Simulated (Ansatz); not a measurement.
# BiBr3 (model cell, started as ReO3 type): a soft mode frozen in

Which phase does BiBr3 (model cell, started as ReO3 type) fall into along its unstable mode, and how much energy does it gain?

Calculated with Ansatz 0.2.0; DFT PBEsol, scalar-relativistic, plane waves, PAW.

Report form: the programs' logs are mostly left out.

The structure was built from a prototype and need not be the compound's stable phase.

In doubt: the program warns that the response may not be converged on this k-mesh (step 2), which bears on the force constants and all frequencies.

### Step 1. Starting point

It takes space group Pm-3m (No. 221, cubic). Conventional cell: a = 5.651 Å, b = 5.651 Å, c = 5.651 Å, α = 90.00°, β = 90.00°, γ = 90.00°. Bi has 6 Br at 2.83 Å nearest. Nearest to Br lie 2 Bi at 2.83 Å. Farther neighbours and most contacts between anions are not listed.

Structure file:

```cif
data_structure
_symmetry_space_group_name_H-M 'P 1'
_symmetry_Int_Tables_number 1
_cell_length_a 5.6510
_cell_length_b 5.6510
_cell_length_c 5.6510
_cell_angle_alpha 90.000
_cell_angle_beta 90.000
_cell_angle_gamma 90.000
_cell_volume 180.46
loop_
_atom_site_label
_atom_site_type_symbol
_atom_site_fract_x
_atom_site_fract_y
_atom_site_fract_z
_atom_site_occupancy
Bi1 Bi 0.00000 0.00000 0.00000 1
Br2 Br 0.50000 0.00000 0.00000 1
Br3 Br 0.00000 0.50000 0.00000 1
Br4 Br 0.00000 0.00000 0.50000 1
```

### Step 2. Response at finite wavevector

The cell comes from relaxations at this level that are not shown. The mesh has a single point along some directions, so zone-edge points there are not solved. Linear response on a 1×1×1 q mesh gives force constants as far as a supercell of that size would.

Contents of input.yaml:

```yaml
crystal:
  lattice:
    - [5.6510425019, 0.0, 0.0]
    - [0.0, 5.6510425019, 0.0]
    - [0.0, 0.0, 5.6510425019]
  atoms:
    - { symbol: Bi, position: [0.0, 0.0, 0.0] }
    - { symbol: Br, position: [0.5, 0.0, 0.0] }
    - { symbol: Br, position: [0.0, 0.5, 0.0] }
    - { symbol: Br, position: [0.0, 0.0, 0.5] }
kpoints:
  mp_grid: { grid: [6, 6, 6] }
hamiltonian:
  xc: pbesol
scf:
  occupations: { method: fixed }
output:
  eigenvalues: true
phonons:
  method: dfpt
  dielectric: true
  rigid_motions: translations
  raman: true
  qmesh: [1, 1, 1]
  temperatures: { t_max: 1000, t_step: 50 }
  qpath:
    path:
      - [[0.0, 0.0, 0.0], [0.0, 0.5, 0.0], [0.5, 0.5, 0.0], [0.0, 0.0, 0.0], [0.5, 0.5, 0.5], [0.0, 0.5, 0.0]]
      - [[0.5, 0.5, 0.5], [0.5, 0.5, 0.0]]
    npoints: 10
```

On the command line:

```sh
> ansatz run input.yaml --threads 4 --pin off --max-ram 7168MiB --backend cpu --events-out ev --progress --plain --runs-dir out
```

Elapsed: 7.8 min, on 4 threads of Arm Neoverse N1, shared host; peak memory 1.6 GiB.

Numbers from this step:

```yaml
gap_on_the_k_mesh: 0.5943 eV
volume_per_atom: 45.12 Å³
sum_rule_residual_before_enforcement: 4.40e-4 eV/Å²
miss_of_the_charge_sum_rule: 4.50e-4 e
estimated_error_of_the_dielectric_tensor: 0.04045
estimated_error_of_the_born_charges: 0.07954 e
point_group: m-3m
highest_optical_mode_at_the_zone_centre_no_lo_to_term: 49.46 cm⁻¹
lowest_optical_zone_centre_mode: -53.89 cm⁻¹
mean_high_frequency_dielectric_constant: 8.326
largest_born_charge_third_of_the_trace: 7.787 e
top_of_the_zone_centre_spectrum_with_the_field: 171.7 cm⁻¹
lowest_mode_on_the_q_mesh_acoustic_modes_at_gamma_apart: -53.89 cm⁻¹
highest_frequency_at_a_solved_wavevector_no_lo_to_term_at_gamma: 49.46 cm⁻¹
```

Frequencies (cm⁻¹) solved at each irreducible wavevector; negative means imaginary. Frequencies by wavevector, by row:

| q in reciprocal lattice units | star | mode 1 | mode 2 | mode 3 | mode 4 | mode 10 | mode 11 | mode 12 |
| --- | --- | --- | --- | --- | --- | --- | --- | --- |
| 0 0 0 | 1 | -53.9 | -53.9 | -53.9 | -14.1 | 49.5 | 49.5 | 49.5 |

Symmetry leaves 1 wavevectors to solve. The lowest mode among them, the acoustic zeros apart, lies at Γ and is imaginary, 53.9i cm⁻¹, so the energy falls along it.

The log warns of the k mesh: “the force constants stand on the 6×6×6 k-mesh, whose period is 8.03 times the interband length at k = (-0.5000, -0.5000, -0.5000), direct gap 0.594 eV, under 14: take them and everything formed from them as unconverged”.

### Step 3. The mode frozen in, largest atomic shift 0 Å

The mode followed lies at Γ with frequency 14.1i cm⁻¹ and is 3-fold degenerate, one of the unstable modes though not the softest. At small amplitude the distorted cell has space group no. 115 by a symmetry search on the positions. The undistorted cell that holds it gives the zero of energy on the same k mesh.

input.yaml, the sections that differ from step 2:

```yaml
scf:
  occupations: { method: gaussian, width: 0.02 }
output:
  forces: true
  stress: true
  eigenvalues: true
# crystal, kpoints, hamiltonian: as in step 2
# phonons: removed
```

It took 3.1 s on 4 threads; peak memory 0.46 GiB; 11 s of CPU time.

This step gave:

```yaml
pressure: -0.001846 GPa
energy_from_the_undistorted_cell: 0 meV/atom
```

At this level the gap is 0.59 eV on the k-mesh of the self-consistent run, which can miss the band edges.

### Step 4. The mode frozen in, largest atomic shift 0.22 Å

The atoms are moved along the unstable eigenvector, the largest shift by 0.22 Å, with the cell fixed.

input.yaml, the sections that differ from step 3:

```yaml
crystal:
  lattice:
    - [5.6510425019, 0.0, 0.0]
    - [0.0, 5.6510425019, 0.0]
    - [0.0, 0.0, 5.6510425019]
  atoms:
    - { symbol: Bi, position: [0.0, 0.0, 0.0] }
    - { symbol: Br, position: [0.5, 0.0389308698, 0.0] }
    - { symbol: Br, position: [0.0, 0.5, 0.0] }
    - { symbol: Br, position: [0.0, -0.0389308698, 0.5] }
# kpoints, hamiltonian, scf, output: as in step 3
```

The job ended after 7.6 s (4 threads; peak memory 0.46 GiB; 28 s of CPU time).

This step gave:

| Item | Value |
| --- | --- |
| pressure | -0.1005 GPa |
| gap on the k-mesh | 0.7392 eV |
| energy from the undistorted cell | -0.263 meV/atom |

The energy, extrapolated to zero smearing, is -0.26 meV/atom against the undistorted cell.

The run ends at a pressure of -0.10 GPa, with forces up to 0.0028 eV/Å.

### Step 5. Energy along the mode, all amplitudes (two of the runs are shown above)

An imaginary frequency means negative curvature, so the energy should fall and then rise again as anharmonic terms take over.

Numbers from this step:

```
depth at the lowest point sampled  : 0.263 meV/atom
largest atomic shift at that point : 0.22 Å
```

Energy from the parent against largest atomic shift:

| largest atomic shift (Å) | energy from the parent (meV/atom) |
| --- | --- |
| 0.000 | 0 |
| 0.040 | -0.023 |
| 0.080 | -0.085 |
| 0.140 | -0.21 |
| 0.220 | -0.263 |
| 0.320 | 0.364 |
| 0.450 | 3.62 |
| 0.600 | 13.2 |

Displacement at unit largest shift by atom:

| atom | x (Å) | y (Å) | z (Å) | size |
| --- | --- | --- | --- | --- |
| Bi1 | 0.00 | 0.00 | 0.00 | 0.00 |
| Br2 | 0.00 | 1.00 | 0.00 | 1.00 |
| Br3 | 0.00 | 0.00 | 0.00 | 0.00 |
| Br4 | 0.00 | -1.00 | 0.00 | 1.00 |

The lowest of the steps tried is at 0.22 Å, 0.263 meV/atom below the parent; the bottom of the well need not coincide with a step.

### Step 6. Relaxation from the frozen mode

Starting from the lowest point found, all atoms and the cell are let go, so that strain and other modes of the same symmetry can join in.

input.yaml: that of step 4 with these lines changed.

```diff
@@ -15,3 +15,3 @@
 scf:
-  occupations: { method: gaussian, width: 0.02 }
+  occupations: { method: fixed }
 output:
@@ -20 +20,6 @@
   eigenvalues: true
+relax:
+  adjacent_minimum: "off"
+  f_tol: 0.002
+  max_steps: 120
+  cell: { stress_tol: 0.03 }
```

It took 27 s on 4 threads; peak memory 0.51 GiB; 98 s of CPU time.

Relaxation path:

| step | energy less that of the first step (eV) | largest force component (eV/Å) | pressure (GPa) | volume (Å³) |
| --- | --- | --- | --- | --- |
| 1 | 0.0000 | 0.0028 | -0.10 | 180.46 |
| 2 | -0.0005 | 0.0013 | 0.01 | 179.77 |
| 3* | -0.0005 | 0.0013 | 0.01 | 179.77 |

Relaxation steps marked * repeat the geometry before them on a plane-wave basis chosen anew for their cell, so energy and pressure can jump there.

Forces are held to the 8 operations that the run works with; a distortion that breaks them can't arise in this run.

| conventional cell, symmetrised | before | after | change |
| --- | --- | --- | --- |
| a (Å) | 5.651 | 5.638 | -0.2 % |
| b (Å) | 5.651 | 5.638 | -0.2 % |
| c (Å) | 5.651 | 5.655 | +0.1 % |
| volume (Å³/atom) | 45.12 | 44.94 | -0.4 % |

Numbers from this step:

```yaml
pressure: 0.008775 GPa
gap_on_the_k_mesh: 0.7359 eV
volume_per_atom: 44.94 Å³
```

The distorted start has space group P-4m2; the relaxation ends in P-4m2.

### Step 7. Modes of the new phase

A relaxed structure may still be a saddle point, so its zone-centre modes are computed. The response to a homogeneous field gives the Born charges and the dielectric tensor, and its change with displacement the Raman tensors.

Contents of input.yaml:

```yaml
crystal:
  lattice:
    - [5.6382777338, 0.0, 0.0]
    - [0.0, 5.6548879911, 0.0]
    - [0.0, 0.0, 5.6382777338]
  atoms:
    - { symbol: Bi, position: [0.0, 0.0, 0.0] }
    - { symbol: Br, position: [0.5, 0.0389982734, 0.0] }
    - { symbol: Br, position: [0.0, 0.5, 0.0] }
    - { symbol: Br, position: [0.0, -0.0389982734, 0.5] }
kpoints:
  mp_grid: { grid: [6, 6, 6] }
hamiltonian:
  xc: pbesol
scf:
  occupations: { method: fixed }
output:
  eigenvalues: true
phonons:
  method: dfpt
  dielectric: true
  rigid_motions: translations
  raman: true
```

The job ended after 10 min (4 threads; peak memory 2.1 GiB).

The run was cut off at the time limit after its SCF cycle had converged; no result of it is taken.

The program's message: “Warning: RAYON”

### Step 8. What came out

| Item | Value |
| --- | --- |
| unstable mode of the parent | q = (0, 0, 0), 14i cm⁻¹ |
| depth at the lowest point sampled | 0.263 meV/atom |
| largest atomic shift at that point | 0.22 Å |
| space group reached (within 0.01 Å) | P-4m2 |
| energy gained over the parent (first relaxation, on the mesh of the frozen mode) | 0.383 meV/atom |
| volume per atom, phase reached | 44.9 Å³ |
| gap on the k-mesh, phase reached | 0.736 eV |

What this shows: Along this mode the structure falls into P-4m2, 0.383 meV/atom below the parent. At the parent's cell the well is 0.263 meV/atom deep on the steps tried, with its lowest point at a shift of 0.22 Å. Relaxing atoms and cell changes the gain by +0.12 meV/atom against the lowest step (energies at zero smearing). The modes of the phase reached were not computed on this path. How so shallow a well moves with the k mesh was not tested. Of the 6 patterns followed to their end from this parent, this one ends 12.0 meV/atom above the lowest, R3m. Another end point lies within 1 meV/atom; how such a difference moves with mesh and cutoff was not tested. Each path keeps the symmetry of its pattern, so a lower phase may lie along a pattern not tried. With the field response the log warns that the k mesh is coarse for the force constants too, so the frequencies may not be converged. The q mesh is too sparse to interpolate, so only the solved wavevectors are given. Spin-orbit coupling is left out, which can matter for the heavy elements here. The starting cell was built on a prototype and not taken from a measurement, so the phase need not exist.

[Logs are printed without paths, hosts, clocks, repeated set-up lines and the standing remarks that a program may print on its own settings, such as how far it seeks lower states.]

[Hosts, paths, dates, database ids (printed as entryN), source tags and the programs' standing remarks are cut or masked in the printed files.]
